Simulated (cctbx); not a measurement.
# Solving a structure by charge flipping

Cell a = 7.0790 Å, b = 7.0790 Å, c = 3.7190 Å, α = 90.00°, β = 90.00°, γ = 90.00°; space group P4_2/mnm (no. 136); content Tm2 Ge4 Ni8.

The data are simulated with cctbx, not measured: Cu Kα, λ = 1.54184 Å, to d = 0.83 Å, 50 % of the full sphere, strongest reflection 40000 counts, noise from counting, a 6 % proportional error and a noise floor of 4 counts (s.d.); no absorption.

Charge flipping in P1 on normalised amplitudes to 0.83 Å, δ = 0.9 σ, 20 % of the reflections treated as weak, 200 cycles:

```text
cycle      R  skewness
    0  0.648    -0.02
   16  0.442     1.24
   32  0.435     1.94
   48  0.450     3.61
   64  0.420     3.69
   80  0.452     3.53
   96  0.444     3.37
  112  0.436     3.53
  128  0.442     3.43
  144  0.442     3.44
  160  0.443     3.36
  176  0.445     3.20
  192  0.456     3.20
origin shift          correlation  skewness
 0.468  0.325  0.299      0.875      1.80
 0.430  0.573  0.298      0.847      1.81
 0.257  0.829  0.438      0.847      2.49
 0.023  0.479  0.308      0.820      2.44
taken: symmetry correlation 0.847, skewness 2.49
peak      x       y       z  mult  height/sigma
Q1    0.0000  0.0000  0.5000    2     13.1
Q2    0.2129  0.7871  0.0000    4      6.1
Q3    0.0577  0.3633  0.0000    8      2.7
Q4    0.1240  0.2675  0.5000    8      2.6
Q5    0.1930  0.1930  0.0000    4      2.3
Q6    0.0249  0.8471  0.5000    8      2.1
Q7    0.1663  0.8337  0.3343    8      1.6
Q8    0.0688  0.3929  0.5000    8      1.5
```

The origin is taken among those within 0.04 of the best correlation, by the skewness of the map.

Run time: 0.36 s on 1 thread of Arm Neoverse V2 (shared host), peak memory 0.07 GiB.

Q: Assign the peaks.

Heights go roughly as Z and multiplicities must add up to the content. First model: Q1 = Tm1 (2 in the cell, height 13.1), Q2 = Ge1 (4 in the cell, height 6.1) and Q3 = Ni1 (8 in the cell, height 2.7). Against the true structure, Q1 is Tm, Q2 is Ge and Q3 is Ni; the other peaks are not atoms.

Least squares on F², isotropic:

```text
Rint 0.044, 111 unique reflections to 0.83 A
cycle     R1     wR2    GooF  max shift (A)
   1  0.4305  0.7802  21.902   0.21398
   3  0.0268  0.0800   2.246   0.00000
final R1 0.0268 wR2 0.0800 GooF 2.246  parameters 6  data/parameter 18.5
atom        x        y        z      Ueq    occ   su(xyz)  su(Uiso or U11)
Tm1    0.00000  0.00000  0.50000   0.0134  1.000  0.00000  0.0005
Ge1    0.21798  0.78202  0.00000   0.0101  1.000  0.00014  0.0006
Ni1    0.08869  0.35596  0.00000   0.0193  1.000  0.00026  0.0007
difference map: max 1.23 min -1.46 rms 0.29
Q1    0.0783  0.6284  0.5000    8    1.29  0.54 A from Ni1
Q2    0.0353  0.2814  0.0000    8    1.04  0.65 A from Ni1
Q3    0.0802  0.8217  0.0000    8    0.95  1.01 A from Ge1
Q4    0.0459  0.9541  0.5000    4    0.81  0.46 A from Tm1
Q5    0.1890  0.1890  0.0000    4    0.70  1.38 A from Ni1
```

Anisotropic refinement:

```text
Rint 0.044, 111 unique reflections to 0.83 A
cycle     R1     wR2    GooF  max shift (A)
   1  0.0267  0.0800   2.325   0.00145
   2  0.0161  0.0333   0.968   0.00000
final R1 0.0161 wR2 0.0333 GooF 0.968  parameters 13  data/parameter 8.5
atom        x        y        z      Ueq    occ   su(xyz)  su(Uiso or U11)
Tm1    0.00000  0.00000  0.50000   0.0136  1.000  0.00000  0.0003
Ge1    0.21797  0.78203  0.00000   0.0103  1.000  0.00007  0.0003
Ni1    0.08889  0.35592  0.00000   0.0198  1.000  0.00011  0.0004
difference map: max 0.84 min -0.95 rms 0.20
Q1    0.1042  0.8302  0.0000    8    0.85  0.87 A from Ge1
Q2    0.1882  0.1882  0.0000    4    0.65  1.38 A from Ni1
Q3    0.1309  0.1309  0.5000    4    0.52  1.31 A from Tm1
Q4    0.0794  0.6936  0.3760   16    0.47  0.99 A from Ni1
Q5    0.9915  0.2853  0.0000    8    0.44  0.85 A from Ni1
Q6    0.1205  0.2680  0.3156   16    0.38  1.34 A from Ge1
```

**Reading.** The refinement ends at R1 = 0.0161, wR2 = 0.0333, GooF = 0.97, with difference density between -0.95 and 0.84 e/Å³. Every site matches the true model in element, within 0.001 Å r.m.s., up to an allowed shift of origin.

True model:

```
atom  mult.       x       y  z  Ueq (Å²)
 Tm1      2       0       0  0    0.0139
 Ge1      4  0.7180  0.7180  0    0.0110
 Ni1      8  0.4113  0.8559  0    0.0203
```

This is a model crystal, built by substitution and not relaxed, with assumed displacement parameters.

[Middle refinement cycles are left out of these outputs.]

[Logs are printed without paths, hosts, clocks, repeated set-up lines and the standing remarks that a program may print on its own settings, such as how far it seeks lower states.]
